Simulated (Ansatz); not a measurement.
# Ta wire along [111], 10 atoms a period: bands along the axis, part 2 of 2

Aim: is the Ta wire along [111], 10 atoms a period a metal or a semiconductor?

Ansatz 0.2.0; DFT PBE, plane waves, PAW; relaxation of a wire's period; PAW set soft_1 (the session's first sound run).

So far: Set-up; The relaxed wire.

## 2. The relaxed wire (continued)

The steps of the relaxation:

```csv
step,energy less that of the first step (eV),largest force component (eV/Å),pressure (GPa),volume (Å³)
1,0.0000,1.6591,-5.78,540.38
2,-1.1345,1.3611,1.37,519.08
3,-1.0972,1.6642,0.14,521.64
4,-1.3450,0.1375,-0.11,519.69
5,-1.3430,0.1275,0.00,518.18
6,-1.3521,0.0453,0.01,517.72
7,-1.3519,0.0423,-0.02,516.84
8,-1.3529,0.0073,-0.01,517.21
9*,-1.3514,0.0073,-0.01,517.21
```

Relaxation steps marked * repeat the geometry before them on a plane-wave basis chosen anew for their cell, so energy and pressure can jump there. Relaxation steps 3, 5, 7 were tried and not accepted.

The run keeps the 2 symmetry operations that it works with, so distortions that break them were not tested.

```csv
cell as run,before,after,change
c (Å),2.875,2.752,-4.3 %
```

The atoms that moved most (Å, along periodic axes as changes of fractional coordinates times the final cell, across vacuum about the mean position):

```csv
atom,dx,dy,dz,length
Ta6,-0.169,-0.095,0.075,0.208
Ta3,0.169,0.095,-0.075,0.208
Ta10,-0.127,0.055,-0.034,0.143
Ta7,0.127,-0.055,0.034,0.143
Ta2,-0.016,-0.138,-0.030,0.142
Ta8,0.016,0.138,0.030,0.142
Ta9,-0.045,-0.025,-0.009,0.052
Ta1,0.045,0.025,0.009,0.052
```

Numbers from this step:

| Quantity | Value |
| --- | --- |
| energy at zero smearing | -99319.4110 eV |
| cell length along the wire | 2.752 Å |

The cell's length comes to 2.752 Å with spin left out.

## 3. The wire at its relaxed period

This step: DFT PBE, plane waves, PAW; bands of a perfect wire; PAW set soft_1 (Ansatz 0.2.0).

At the relaxed period the bands are computed along the axis; those that cross an energy going forward count the channels that a perfect wire would open there.

input.yaml reads:

```yaml
crystal:
  lattice:
    - [13.843, 0.0, 0.0]
    - [0.0, 13.577, 0.0]
    - [0.0, 0.0, 2.7518761311]
  atoms:
    - { symbol: Ta, position: [0.418465409, 0.451954572, 0.003179053] }
    - { symbol: Ta, position: [0.583659262, 0.739413967, 0.989159064] }
    - { symbol: Ta, position: [0.257818319, 0.357219669, 0.306069621] }
    - { symbol: Ta, position: [0.414293879, 0.651288192, 0.333763611] }
    - { symbol: Ta, position: [0.585706121, 0.348711808, 0.332903056] }
    - { symbol: Ta, position: [0.742181681, 0.642780331, 0.360597046] }
    - { symbol: Ta, position: [0.254804817, 0.545879777, 0.678919342] }
    - { symbol: Ta, position: [0.416340738, 0.260586033, 0.677507603] }
    - { symbol: Ta, position: [0.581534591, 0.548045428, 0.663487614] }
    - { symbol: Ta, position: [0.745195183, 0.454120223, 0.987747324] }
kpoints:
  mp_grid: { grid: [1, 1, 30] }
  band_path: { path: ["Γ", Z], npoints: 90 }
scf:
  occupations: { method: fermi_dirac, width: 0.05 }
hamiltonian:
  xc: pbe
  pseudopotentials: { kind: paw, azcp: { folder: soft_1 } }
output:
  dos: { e_range: [-5, 4] }
  write_potential: true
  write_density: true
  volumetric_format: npy
```

Run with:

```
ansatz run input.yaml --threads 4 --pin off --max-ram 16384MiB --backend cpu --events-out ev --progress --plain --runs-dir out
```

Numbers of over 12 decimals in the logs are rounded to 6 here.

What it wrote:

```text
[...]
Crystal: 10 atoms, lattice volume = 517.205 Å³
Basis set: ecut = 420 eV, 10179 PW (Γ)
Bands: 78, of which v1, the nominal top of the filled ones, is band 65 counted from 1 (64 counted from 0)
Symmetry: 2 space group operations
[...]
k-points: 16 of 30
[...]
SCF iter   1: F=—  HF=-99331.524420 eV  |F-HF|=—  |Δ(HF+E_count)|=         —  Δρ=4.55e-2  dr2=9.11e1  ethr=3.10e-3  ⟨swp⟩=11.1  Hψ=6335  notcnv=0
[...]
SCF iter  11: F=-99319.473229 eV  HF=-99319.473229 eV  |F-HF|=2.74e-8  |Δ(HF+E_count)|=   1.87e-7  Δρ=2.77e-6  dr2=9.19e-8  ethr=7.69e-11  ⟨swp⟩=12.8  Hψ=5429  notcnv=0
SCF 1 converged in 11 iterations: F = -99319.473229 eV  dr2 = 9.19e-8
[...]
NSCF: frozen V_eff on 91 k-points
WARN: The output density's exchange-correlation potential varies sharply where the density is thin. Do not read a vacuum level from v_tot or v_xc, or from such a field of the output density. On a cell that repeats whose density bears no net charge and no dipole along the vacuum's axis use v_es (v_loc + v_h of the components); under efield.dipole_correction with no amplitude use v_es + v_field, which holds any externa [...]
SCF converged after 11 iterations
Free energy (F): -99319.473229 eV
[...]
Internal energy: -99319.359741 eV  (E = F + TS)
E sigma→0 (E₀):  -99319.416485 eV
Entropy (-TS):   -0.113488 eV (-11.349 meV/atom)
Fermi energy:    4.107794 eV
[...]
--- Band table (eV; the first three rows and the last of 16) ---
  k-point 0: bands = [... 61 lower, 3.4843, 3.5283, 3.6355, 3.6851, 3.7739, 4.1129, 4.1314, 4.6389, ... 9 higher]
  k-point 1: bands = [... 61 lower, 3.4631, 3.5411, 3.6607, 3.6787, 3.8127, 4.0948, 4.1262, 4.6278, ... 9 higher]
  k-point 2: bands = [... 61 lower, 3.3969, 3.6075, 3.6435, 3.7301, 3.9263, 4.0405, 4.1121, 4.5916, ... 9 higher]
  k-point 15: bands = [... 61 lower, 3.9453, 4.1732, 4.6782, 4.6874, 5.1407, 5.1524, 5.1825, 5.1858, ... 9 higher]
```

Elapsed: 43 s, on 4 threads of Arm Neoverse V2, shared host; peak memory 2.1 GiB; 2.8 min of CPU time.

In the SCF lines HF is the Harris–Foulkes energy and dr2 the Hartree energy of the density residual, in eV; the loop may stop once dr2 is under the threshold and the program's other checks hold. Hψ counts applications of the Hamiltonian.

This step gave:

* energy at zero smearing: -99319.4165 eV
* band gap: 0 eV

Electronic bands along the path, in eV, zero at the Fermi level:

```csv
point,band 63,band 64,band 65,band 66,band 67,band 68,band 69,band 70
Γ,-0.58,-0.47,-0.42,-0.33,0.01,0.02,0.53,0.60
halfway,-0.41,-0.31,-0.27,-0.07,-0.03,0.07,0.14,0.41
Z,0.07,0.57,0.58,1.03,1.04,1.07,1.08,1.55
```

Between Γ and Z the bands cross the Fermi level 10 times, so a perfect wire would conduct at least 10 G₀, with spin left out.

## 4. Outcome

| Property | Result |
| --- | --- |
| cell length, PBE | 2.752 Å |
| ballistic conductance by band crossings, a lower bound, PBE | 10 G₀ |

Under PBE the cell's length is 2.75 Å, and the bands cross the Fermi level 10 times between Γ and Z, which gives a perfect wire at least 10 G₀ (opposite crossings within one step of the path cancel in such a count). No spin was allowed, though thin wires with open d shells can turn magnetic. Spin-orbit coupling is left out, which matters for the bands of heavy atoms.

[Logs are printed without paths, hosts, clocks, repeated set-up lines and the standing remarks that a program may print on its own settings, such as how far it seeks lower states.]

[Hosts, paths, dates, database ids (printed as entryN), source tags and the programs' standing remarks are cut or masked in the printed files.]
